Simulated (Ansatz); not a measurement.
# N on Nb(110): change of the work function, part 4 of 4

Wanted: Δφ(θ) for N/Nb(110), starting from the longbridge site.

Ansatz 0.2.0; plane-wave DFT, LDA, Ansatz PAW (the session's first sound run).

So far, work function, upper face (eV): step 2 (the clean slab) 4.69; step 3 (17 atoms, coverage 0.25 ML, cell 2x2) 4.52; step 4 (18 atoms, coverage 0.5 ML, cell 2x2) 4.88; step 5 (5 atoms, coverage 1 ML, cell 1x1) 6.41.

### Step 7. The 0.25 ML cell at another level of theory, cutoff 1240 eV, functional PBE

This step: plane-wave DFT, PBE, norm-conserving (Ansatz 0.2.0).

System of this step: Nb16N (N/Nb(110)). The cell holds 17 atoms: 16 Nb and 1 N. Its edges and angles: a = 5.716 Å, b = 5.716 Å, c = 26.421 Å, α = 90.0°, β = 90.0°, γ = 70.5°. Vacuum lies along c.

The geometry is kept and the functional is PBE; other changes against the main runs: norm-conserving files and cutoff 420 → 1240.

Input file input.yaml:

```yaml
crystal:
  lattice:
    - [4.6669047558, -3.3, 0.0]
    - [4.6669047558, 3.3, 0.0]
    - [0.0, 0.0, 26.4207747904]
  atoms:
    - { symbol: Nb, position: [0.0, 0.0, 0.3406410323] }
    - { symbol: Nb, position: [0.25, 0.25, 0.4289598798] }
    - { symbol: Nb, position: [0.0, 0.0, 0.5163850179] }
    - { symbol: Nb, position: [0.2324108397, 0.2324108397, 0.5960463169] }
    - { symbol: Nb, position: [0.0, 0.5, 0.3406410323] }
    - { symbol: Nb, position: [0.25, 0.75, 0.4289598798] }
    - { symbol: Nb, position: [0.0, 0.5, 0.514534194] }
    - { symbol: Nb, position: [0.2969261129, 0.7030738871, 0.6026711486] }
    - { symbol: Nb, position: [0.5, 0.0, 0.3406410323] }
    - { symbol: Nb, position: [0.75, 0.25, 0.4289598798] }
    - { symbol: Nb, position: [0.5, 0.0, 0.514534194] }
    - { symbol: Nb, position: [0.7030738871, 0.2969261129, 0.6026711486] }
    - { symbol: Nb, position: [0.5, 0.5, 0.3406410323] }
    - { symbol: Nb, position: [0.75, 0.75, 0.4289598798] }
    - { symbol: Nb, position: [0.5, 0.5, 0.5128505346] }
    - { symbol: Nb, position: [0.7675891603, 0.7675891603, 0.5960463169] }
    - { symbol: "N", position: [0.0, 0.0, 0.6017279618] }
kpoints:
  mp_grid: { grid: [6, 6, 1] }
hamiltonian:
  xc: pbe
  pseudopotentials: { kind: nc }
scf:
  occupations: { method: fermi_dirac, width: 0.1 }
  convergence: { dr2_threshold: 1.0e-08 }
efield:
  axis: 3
  dipole_correction: true
  ramp_position: 0.97
  ramp_width: 0.06
output:
  write_potential: true
  write_density: true
  volumetric_format: npy
```

Launch:

```bash
$ ansatz run input.yaml --threads 4 --pin off --max-ram 6144MiB --backend cpu --events-out ev --progress --plain --runs-dir out
```

Numbers of over 12 decimals in the logs are rounded to 6 here.

Output:

```text
[...]
Crystal: 17 atoms, lattice volume = 813.801 Å³
Basis set: ecut = 1240 eV, 80783 PW (Γ)
Bands: 128, of which v1, the nominal top of the filled ones, is band 107 counted from 1 (106 counted from 0)
Symmetry: 4 space group operations
[...]
k-points: 13 of 36
[...]
SCF iter   1: F=—  HF=-29205.370697 eV  |F-HF|=—  |Δ(HF+E_count)|=         —  Δρ=6.52e-2  dr2=2.01e2  ethr=3.10e-3  p=-0.000 e·Å  D=-3.48e-9 V/Å  ΔV_dip=0.00 eV  dr2_dipole=6.28e0  V_vac-E_F(+/−)=6.74/6.74 eV  ⟨swp⟩=10.8  Hψ=9335  notcnv=0
[...]
SCF iter  10: F=-29187.567704 eV  HF=-29187.567704 eV  |F-HF|=1.14e-9  |Δ(HF+E_count)|=   1.18e-8  Δρ=3.87e-7  dr2=3.09e-9  ethr=4.69e-12  p=0.056 e·Å  D=1.25e-2 V/Å  ΔV_dip=-0.33 eV  dr2_dipole=2.07e-10  V_vac-E_F(+/−)=4.24/4.57 eV  ⟨swp⟩=18.9  Hψ=9685  notcnv=0
SCF 1 converged in 10 iterations: F = -29187.567704 eV  dr2 = 3.09e-9
WARN: The input density's exchange-correlation potential varies sharply where the density is thin. Do not read a vacuum level from v_tot or v_xc, or from such a field of the output density. On a cell that repeats whose density bears no net charge and no dipole along the vacuum's axis use v_es (v_loc + v_h of the components); under efield.dipole_correction with no amplitude use v_es + v_field, which holds any external [...]
SCF converged after 10 iterations
the last check of whether an eigenvalue changes by more than its tolerance under the output density was not made (no_room)
Free energy (F): -29187.567704 eV
[...]
Internal energy: -29186.897701 eV  (E = F + TS)
E sigma→0 (E₀):  -29187.232702 eV
Entropy (-TS):   -0.670003 eV (-39.412 meV/atom)
Fermi energy:    3.806969 eV
Dipole field:    D = 0.012487 V/Å  (p = 0.056158 e·Å, saw-weighted, corrected)
Work function:   Φ+ = 4.2414 eV   Φ− = 4.5713 eV
[...]
--- Band table (eV; the first three rows and the last of 13) ---
  k-point 0: bands = [... 103 lower, 3.9847, 3.9952, 4.0069, 4.1034, 4.2185, 4.3029, 4.7475, 5.2953, ... 17 higher]
  k-point 1: bands = [... 103 lower, 3.7057, 3.8816, 3.9612, 4.0597, 4.1722, 4.4078, 4.6239, 4.7287, ... 17 higher]
  k-point 2: bands = [... 103 lower, 3.5202, 3.5359, 3.7176, 3.8398, 4.0274, 4.0453, 4.1311, 4.1838, ... 17 higher]
  k-point 12: bands = [... 103 lower, 3.5112, 3.7865, 3.8762, 3.9325, 3.9470, 3.9596, 3.9732, 4.0741, ... 17 higher]
```

It took 4.5 min on 4 threads of Arm Neoverse V2, shared host; peak memory 5.4 GiB; 17 min of CPU time.

In the SCF lines HF is the Harris–Foulkes energy and dr2 the Hartree energy of the density residual, in eV; the loop may stop once dr2 is under the threshold and the program's other checks hold. Hψ counts applications of the Hamiltonian.

Numbers from this step:

```yaml
energy_at_zero_smearing: -29187.2327 eV
work_function_upper_face: 4.241 eV
work_function_lower_face: 4.571 eV
dipole_along_the_normal: 0.05616 e·Å
step_between_the_vacuum_levels: -0.3299 eV
```

The work function comes to 4.24 eV, -0.28 eV from the first level.

### Step 8. The 0.25 ML cell at another level of theory, cutoff 420 eV, functional PBEsol

This step: plane-wave DFT, PBEsol, Ansatz PAW (Ansatz 0.2.0).

The geometry is kept and the functional is PBEsol.

Edit input.yaml of step 7 so:

```diff
@@ -26,4 +26,3 @@
 hamiltonian:
-  xc: pbe
-  pseudopotentials: { kind: nc }
+  xc: pbesol
 scf:
```

Output:

```text
[...]
Crystal: 17 atoms, lattice volume = 813.801 Å³
Basis set: ecut = 420 eV, 15913 PW (Γ)
Bands: 128, of which v1, the nominal top of the filled ones, is band 107 counted from 1 (106 counted from 0)
Symmetry: 4 space group operations
[...]
k-points: 13 of 36
[...]
SCF iter   1: F=—  HF=-72299.805973 eV  |F-HF|=—  |Δ(HF+E_count)|=         —  Δρ=1.10e-2  dr2=1.72e1  ethr=1.77e-3  p=-0.001 e·Å  D=-1.43e-4 V/Å  ΔV_dip=0.00 eV  dr2_dipole=1.55e0  V_vac-E_F(+/−)=4.92/4.92 eV  ⟨swp⟩=8.2  Hψ=7949  notcnv=0
[...]
SCF iter  10: F=-72299.278116 eV  HF=-72299.278116 eV  |F-HF|=2.11e-9  |Δ(HF+E_count)|=   6.23e-9  Δρ=5.42e-7  dr2=4.29e-9  ethr=4.69e-12  p=0.056 e·Å  D=1.25e-2 V/Å  ΔV_dip=-0.33 eV  dr2_dipole=1.92e-10  V_vac-E_F(+/−)=4.34/4.67 eV  ⟨swp⟩=5.6  Hψ=5946  notcnv=0
SCF 1 converged in 10 iterations: F = -72299.278116 eV  dr2 = 4.29e-9
[...]
SCF converged after 10 iterations
Free energy (F): -72299.278116 eV
[...]
Internal energy: -72298.607578 eV  (E = F + TS)
E sigma→0 (E₀):  -72298.942847 eV
Entropy (-TS):   -0.670538 eV (-39.443 meV/atom)
Fermi energy:    3.618667 eV
Dipole field:    D = 0.012466 V/Å  (p = 0.056066 e·Å, saw-weighted, corrected)
Work function:   Φ+ = 4.3400 eV   Φ− = 4.6694 eV
[...]
--- Band table (eV; the first three rows and the last of 13) ---
  k-point 0: bands = [... 103 lower, 3.7998, 3.8092, 3.8194, 3.9136, 4.0294, 4.1150, 4.5536, 5.1089, ... 17 higher]
  k-point 1: bands = [... 103 lower, 3.5183, 3.6945, 3.7733, 3.8719, 3.9834, 4.2215, 4.4344, 4.5408, ... 17 higher]
  k-point 2: bands = [... 103 lower, 3.3335, 3.3483, 3.5290, 3.6506, 3.8393, 3.8552, 3.9390, 3.9947, ... 17 higher]
  k-point 12: bands = [... 103 lower, 3.3229, 3.5990, 3.6863, 3.7351, 3.7562, 3.7667, 3.7890, 3.8821, ... 17 higher]
```

The job ended after 58 s (4 threads; peak memory 2.8 GiB; 3.7 min of CPU time).

This step gave:

| Quantity | Value |
| --- | --- |
| energy at zero smearing | -72298.9428 eV |
| work function, upper face | 4.340 eV |
| work function, lower face | 4.669 eV |
| dipole along the normal | 0.05607 e·Å |
| step between the vacuum levels | -0.3294 eV |

The work function comes to 4.34 eV, -0.18 eV from the first level.

### Step 9. The 0.25 ML cell at another level of theory, cutoff 500 eV, functional r2SCAN

This step: plane-wave DFT, r2SCAN, Ansatz PAW (Ansatz 0.2.0).

The geometry is kept and the functional is r2SCAN; other changes against the main runs: cutoff 420 → 500.

Edit input.yaml of step 8 so:

```diff
@@ -26,3 +26,3 @@
 hamiltonian:
-  xc: pbesol
+  xc: r2scan
 scf:
```

Output:

```text
[...]
Crystal: 17 atoms, lattice volume = 813.801 Å³
Basis set: ecut = 500 eV, 20649 PW (Γ), exchange–correlation on 180×180×800 points (64 copies of the dense FFT grid, shifted against one another)
Bands: 128, of which v1, the nominal top of the filled ones, is band 107 counted from 1 (106 counted from 0)
Symmetry: 4 space group operations
[...]
k-point 0: bands = [... 103 lower, 3.8284, 3.8520, 3.8969, 4.0124, 4.0923, 4.2620, 4.6983, 5.1729, ... 17 higher]
  k-point 1: bands = [... 103 lower, 3.5710, 3.7481, 3.8338, 3.9612, 4.0780, 4.3673, 4.5263, 4.6330, ... 17 higher]
  k-point 2: bands = [... 103 lower, 3.3721, 3.4035, 3.5698, 3.7152, 3.8742, 3.8936, 3.9634, 4.0578, ... 17 higher]
  k-point 12: bands = [... 103 lower, 3.3703, 3.6718, 3.7816, 3.8559, 3.8603, 3.8716, 3.8721, 4.0160, ... 17 higher]
[key lines of the parts left out:]
SCF converged after 10 iterations
Free energy (F): -73396.863608 eV
Fermi energy:    3.680604 eV
Dipole field:    D = 0.014031 V/Å  (p = 0.063103 e·Å, saw-weighted, corrected)
Work function:   Φ+ = 4.2884 eV   Φ− = 4.6591 eV
```

The job ended after 1.7 min (4 threads; peak memory 4.7 GiB).

The work function comes to 4.29 eV, -0.23 eV from the first level.

### Step 10. The 0.25 ML cell at another level of theory, cutoff 420 eV, functional PBE

This step: plane-wave DFT, PBE, Ansatz PAW (Ansatz 0.2.0).

The geometry is kept and the functional is PBE.

Edit input.yaml of step 9 so:

```diff
@@ -26,3 +26,3 @@
 hamiltonian:
-  xc: r2scan
+  xc: pbe
 scf:
```

Output:

```text
[...]
Crystal: 17 atoms, lattice volume = 813.801 Å³
Basis set: ecut = 420 eV, 15913 PW (Γ)
Bands: 128, of which v1, the nominal top of the filled ones, is band 107 counted from 1 (106 counted from 0)
Symmetry: 4 space group operations
[...]
k-points: 13 of 36
[...]
k-point 0: bands = [... 103 lower, 3.9091, 3.9196, 3.9314, 4.0278, 4.1426, 4.2275, 4.6727, 5.2196, ... 17 higher]
  k-point 1: bands = [... 103 lower, 3.6305, 3.8061, 3.8855, 3.9842, 4.0967, 4.3325, 4.5489, 4.6533, ... 17 higher]
  k-point 2: bands = [... 103 lower, 3.4451, 3.4607, 3.6421, 3.7643, 3.9517, 3.9700, 4.0556, 4.1084, ... 17 higher]
  k-point 12: bands = [... 103 lower, 3.4360, 3.7112, 3.8017, 3.8580, 3.8722, 3.8847, 3.8978, 4.0001, ... 17 higher]
[key lines of the parts left out:]
SCF converged after 10 iterations
Free energy (F): -73214.630030 eV
Fermi energy:    3.731725 eV
Dipole field:    D = 0.012496 V/Å  (p = 0.056198 e·Å, saw-weighted, corrected)
Work function:   Φ+ = 4.2408 eV   Φ− = 4.5709 eV
```

Run time: 55 s. Hardware: 4 threads; peak memory 2.8 GiB; 3.5 min of CPU time.

The work function comes to 4.24 eV, -0.28 eV from the first level.

### Step 11. The series together

Times are for 4 threads of Arm Neoverse V2, shared host. Results by setting:

| no. | functional | work function, upper face (eV) | dipole along the normal (e·Å) | time | memory (GiB) |
| --- | --- | --- | --- | --- | --- |
| 1 | pbe | 4.241 | 0.05616 | 4.5 min | 5.4 |
| 2 | pbesol | 4.340 | 0.05607 | 58 s | 2.8 |
| 3 | r2scan | 4.288 | 0.06310 | 1.7 min | 4.7 |
| 4 | pbe | 4.241 | 0.05620 | 55 s | 2.8 |

### Step 12. The same run with other settings

This step: plane-wave DFT, LDA, Ansatz PAW (Ansatz 0.2.0).

System of this step: Nb4N (N/Nb(110)). The cell holds 5 atoms: 4 Nb and 1 N. Its edges and angles: a = 2.858 Å, b = 2.858 Å, c = 26.421 Å, α = 90.0°, β = 90.0°, γ = 70.5°. Vacuum lies along c.

A run with a changed input: it repeats the earlier run at 1 ML with efield.dipole_correction from true to false and efield.amplitude to 0.1.

Input file input.yaml:

```yaml
crystal:
  lattice:
    - [2.3334523779, -1.65, 0.0]
    - [2.3334523779, 1.65, 0.0]
    - [0.0, 0.0, 26.4207747904]
  atoms:
    - { symbol: Nb, position: [0.0, 0.0, 0.3406410323] }
    - { symbol: Nb, position: [0.5, 0.5, 0.4289598798] }
    - { symbol: Nb, position: [0.0, 0.0, 0.5149312978] }
    - { symbol: Nb, position: [0.5, 0.5, 0.596025471] }
    - { symbol: "N", position: [0.0, 0.0, 0.6593589677] }
kpoints:
  mp_grid: { grid: [11, 11, 1] }
hamiltonian:
  xc: lda
scf:
  occupations: { method: fermi_dirac, width: 0.1 }
  convergence: { dr2_threshold: 1.0e-08 }
efield:
  axis: 3
  dipole_correction: false
  ramp_position: 0.97
  ramp_width: 0.06
  amplitude: 0.1
relax:
  f_tol: 0.02
  max_steps: 60
  constraints: [{ sites: [0, 1] }]
output:
  bader: true
  write_potential: true
  write_density: true
  volumetric_format: npy
```

Output:

```text
[...]
Crystal: 5 atoms, lattice volume = 203.450 Å³
Basis set: ecut = 420 eV, 3987 PW (Γ)
Bands: 35, of which v1, the nominal top of the filled ones, is band 29 counted from 1 (28 counted from 0)
Symmetry: 4 space group operations
[...]
k-points: 36 of 121
[...]
SCF iter   1: F=—  HF=-18140.774739 eV  |F-HF|=—  |Δ(HF+E_count)|=         —  Δρ=1.78e-2  dr2=7.32e0  ethr=1.77e-3  p=-0.149 e·Å  V_vac-E_F(+/−)=8.25/5.54 eV  ⟨swp⟩=8.2  Hψ=6575  notcnv=0
[...]
SCF iter   9: F=-18140.568121 eV  HF=-18140.568121 eV  |F-HF|=1.46e-9  |Δ(HF+E_count)|=   1.55e-8  Δρ=1.14e-6  dr2=3.24e-9  ethr=1.75e-11  p=-0.155 e·Å  V_vac-E_F(+/−)=7.75/5.03 eV  ⟨swp⟩=10.7  Hψ=9434  notcnv=0
SCF 1 converged in 9 iterations: F = -18140.568121 eV  dr2 = 3.24e-9
[...]
relax step   1: F+E_penalty+E_count = -18140.56812107 eV  Δ(F+E_penalty+E_count) = +0.000e0 eV  max|allowed force component| = 5.773e0 eV/Å  Δτ_max = 0.0000 Å  (9 SCF iters, accepted)
[...]
SCF iter   1: F=—  HF=-18142.799709 eV  |F-HF|=—  |Δ(HF+E_count)|=         —  Δρ=3.18e-2  dr2=4.89e0  ethr=3.10e-3  p=-0.155 e·Å  V_vac-E_F(+/−)=7.69/4.97 eV  ⟨swp⟩=6.9  Hψ=4461  notcnv=0
[...]
SCF iter   9: F=-18142.406185 eV  HF=-18142.406185 eV  |F-HF|=6.04e-10  |Δ(HF+E_count)|=   1.10e-8  Δρ=7.70e-7  dr2=1.81e-9  ethr=1.75e-11  p=-0.118 e·Å  V_vac-E_F(+/−)=7.52/4.87 eV  ⟨swp⟩=10.3  Hψ=9283  notcnv=0
SCF 2 converged in 9 iterations: F = -18142.406185 eV  dr2 = 1.81e-9
[...]
relax step   2: F+E_penalty+E_count = -18142.40618489 eV  Δ(F+E_penalty+E_count) = -1.838e0 eV  max|allowed force component| = 3.980e0 eV/Å  Δτ_max = 0.1950 Å  (9 SCF iters, accepted)
[...]
SCF iter   8: F=-18142.868308 eV  HF=-18142.868308 eV  |F-HF|=7.09e-9  |Δ(HF+E_count)|=   8.97e-8  Δρ=9.14e-7  dr2=2.00e-9  ethr=3.13e-12  p=-0.095 e·Å  V_vac-E_F(+/−)=7.36/4.75 eV  ⟨swp⟩=10.1  Hψ=9266  notcnv=0
SCF 3 converged in 8 iterations: F = -18142.868308 eV  dr2 = 2.00e-9
relax step   3: F+E_penalty+E_count = -18142.86830845 eV  Δ(F+E_penalty+E_count) = -4.621e-1 eV  max|allowed force component| = 3.124e0 eV/Å  Δτ_max = 0.2000 Å  (8 SCF iters, accepted)
[...]
relax step   4: F+E_penalty+E_count = -18143.11337732 eV  Δ(F+E_penalty+E_count) = -2.451e-1 eV  max|allowed force component| = 1.918e0 eV/Å  Δτ_max = 0.1923 Å  (9 SCF iters, accepted)
[...]
relax step   5: F+E_penalty+E_count = -18143.18709742 eV  Δ(F+E_penalty+E_count) = -7.372e-2 eV  max|allowed force component| = 6.670e-1 eV/Å  Δτ_max = 0.1906 Å  (8 SCF iters, accepted)
[...]
relax step   6: F+E_penalty+E_count = -18143.21854326 eV  Δ(F+E_penalty+E_count) = -3.145e-2 eV  max|allowed force component| = 2.921e-2 eV/Å  Δτ_max = 0.0892 Å  (8 SCF iters, accepted)
SCF iter   1: F=—  HF=-18143.219989 eV  |F-HF|=—  |Δ(HF+E_count)|=         —  Δρ=1.66e-3  dr2=1.00e-2  ethr=4.05e-4  p=-0.036 e·Å  V_vac-E_F(+/−)=6.89/4.40 eV  ⟨swp⟩=2.7  Hψ=2563  notcnv=0
[...]
SCF iter   7: F=-18143.218719 eV  HF=-18143.218719 eV  |F-HF|=5.86e-10  |Δ(HF+E_count)|=   2.01e-8  Δρ=6.40e-7  dr2=6.67e-10  ethr=1.75e-11  p=-0.036 e·Å  V_vac-E_F(+/−)=6.90/4.41 eV  ⟨swp⟩=10.5  Hψ=9484  notcnv=0
SCF 7 converged in 7 iterations: F = -18143.218719 eV  dr2 = 6.67e-10
relax step   7: F+E_penalty+E_count = -18143.21871894 eV  Δ(F+E_penalty+E_count) = -1.757e-4 eV  max|allowed force component| = 1.265e-2 eV/Å  Δτ_max = 0.0211 Å  (7 SCF iters, accepted)
[...]
SCF converged after 7 iterations
Free energy (F): -18143.218719 eV
[...]
Internal energy: -18143.071611 eV  (E = F + TS)
E sigma→0 (E₀):  -18143.145165 eV
Entropy (-TS):   -0.147108 eV (-29.422 meV/atom)
Fermi energy:    3.114546 eV
Dipole field:    D = -0.032099 V/Å  (p = -0.036090 e·Å, saw-weighted)
Work function:   not extracted (applied field tilts the vacuum); planar V_es + V_field profile in the machine report
[...]
--- Forces (eV/Å), atoms counted from 1 ---
  atom   1  Nb    -0.00000000     0.00000000     0.65450600
  atom   2  Nb     0.00000000    -0.00000000    -0.63216157
  atom   3  Nb     0.00000000     0.00000000    -0.00872899
  atom   4  Nb     0.00000000     0.00000000    -0.00074313
  atom   5  N      0.00000000    -0.00000000    -0.01264839
  max |Σ_I F_I| component: 2.24e-4 eV/Å
--- Band table (eV; the first three rows and the last of 36) ---
  k-point 0: bands = [... 25 lower, 2.1038, 2.2251, 2.7250, 3.0806, 3.1378, 3.4999, 3.7299, 4.7019, ... 2 higher]
  k-point 1: bands = [... 25 lower, 2.1685, 2.4740, 2.7071, 3.1508, 3.3929, 3.4873, 3.9392, 4.2023, ... 2 higher]
  k-point 2: bands = [... 25 lower, 2.2522, 2.4528, 2.7403, 2.8936, 3.3283, 3.9591, 4.0522, 4.4779, ... 2 higher]
  k-point 35: bands = [... 25 lower, 1.6729, 2.7538, 3.4071, 4.2827, 5.1339, 5.3297, 5.7774, 6.5205, ... 2 higher]
--- Relaxed structure (7 steps of the walk, 7 accepted, 0 SCFs on fresh bases) ---
  F+E_penalty+E_count = -18143.21871894 eV   max|allowed force component| = 1.265e-2 eV/Å
  atoms:
    - { symbol: Nb, position: [0.0, 0.0, 0.340641] }
    - { symbol: Nb, position: [0.5, 0.5, 0.428960] }
    - { symbol: Nb, position: [8.227257132921469e-19, 8.227257132921455e-19, 0.512313] }
    - { symbol: Nb, position: [0.5, 0.5, 0.604788] }
    - { symbol: N, position: [6.0243567956111695e-18, 6.024356795611159e-18, 0.640189] }
--- Bader charges: 5 sites ---
  site symbol  charge [e]  shift [e]
     0     Nb     -0.0741     0.0000
     1     Nb      0.0691     0.0000
     2     Nb      0.0471     0.0000
     3     Nb      1.1753     0.0043
     4      N     -1.2173     0.0043
  estimated error of the sums over rays = 5.7e-4 e
```

Run time: 41 s. Hardware: 4 threads; peak memory 0.54 GiB.

| quantity | this run | earlier run | difference |
| --- | --- | --- | --- |
| dipole along the normal (e·Å) | -0.03609 | -0.06740 | 0.031 |

The applied field differs between the two, so the dipoles differ in any case.

With the dipole correction off, the periodic images add a field of their own to the typed one.

These numbers are not those of the isolated slab.

### Step 13. The same run with other settings

System of this step: Nb(110). The cell holds 4 atoms: 4 Nb. Its edges and angles: a = 2.858 Å, b = 2.858 Å, c = 25.000 Å, α = 90.0°, β = 90.0°, γ = 70.5°. Vacuum lies along c.

An input spoilt on purpose, to show how the run answers: it repeats the earlier run at 0 ML with scf.convergence.dr2_threshold from 1e-08 to -1e-06, and scf.max_iter set to 60.

Input file input.yaml:

```yaml
crystal:
  lattice:
    - [2.3334523779, -1.65, 0.0]
    - [2.3334523779, 1.65, 0.0]
    - [0.0, 0.0, 25.0003571337]
  atoms:
    - { symbol: Nb, position: [0.0, 0.0, 0.3599948573] }
    - { symbol: Nb, position: [0.5, 0.5, 0.4533316191] }
    - { symbol: Nb, position: [0.0, 0.0, 0.5466683809] }
    - { symbol: Nb, position: [0.5, 0.5, 0.6400051427] }
kpoints:
  mp_grid: { grid: [11, 11, 1] }
hamiltonian:
  xc: lda
scf:
  occupations: { method: fermi_dirac, width: 0.1 }
  convergence: { dr2_threshold: -1.0e-06 }
  max_iter: 60
efield:
  axis: 3
  dipole_correction: true
  ramp_position: 0.97
  ramp_width: 0.06
relax:
  f_tol: 0.02
  max_steps: 60
  constraints: [{ sites: [0, 1] }]
output:
  write_potential: true
  write_density: true
  volumetric_format: npy
```

Output:

```text
Error: invalid value for `scf.convergence.dr2_threshold`: must be finite and > 0; got -0.000001 eV
```

Wall time 0.02 s (4 threads); peak memory 0.031 GiB.

The input was rejected at the start.

The program's message: “Error: invalid value for `scf.convergence.dr2_threshold`: must be finite and > 0; got -0.000001 eV”

The fault put into the input: a threshold that can't be met.

### Step 14. Results

```yaml
work_function_of_the_clean_face: 4.69 eV
work_function_at_0p25_ml: 4.52 eV
work_function_at_0p5_ml: 4.88 eV
work_function_at_1_ml: 6.41 eV
dipole_per_adsorbate_at_0p25_ml_positive_end_outwards: 0.16 D
```

**Reading.** N lowers the work function of Nb(110) at the lowest coverage, by 0.17 eV: the adsorbate layer has its positive end outwards. The change reverses its sign between the lowest and the highest coverage, while the adsorbate's height goes from 0.0 to 0.9 Å. At some coverage the adsorbate ends level with or under the highest substrate atom. The slab has 4 layers, at the tabulated experimental lattice constant, one starting site was run, and quantum-size effects of a slab this thin can reach one or two tenths of an eV.

[Logs are printed without paths, hosts, clocks, repeated set-up lines and the standing remarks that a program may print on its own settings, such as how far it seeks lower states.]

[Hosts, paths, dates, database ids (printed as entryN), source tags and the programs' standing remarks are cut or masked in the printed files.]

[Maps of the electrostatic potential energy from Ansatz leave out the sawtooth potential of an applied field or a dipole correction, so their vacuum need not be flat; planar profiles and work functions include it.]
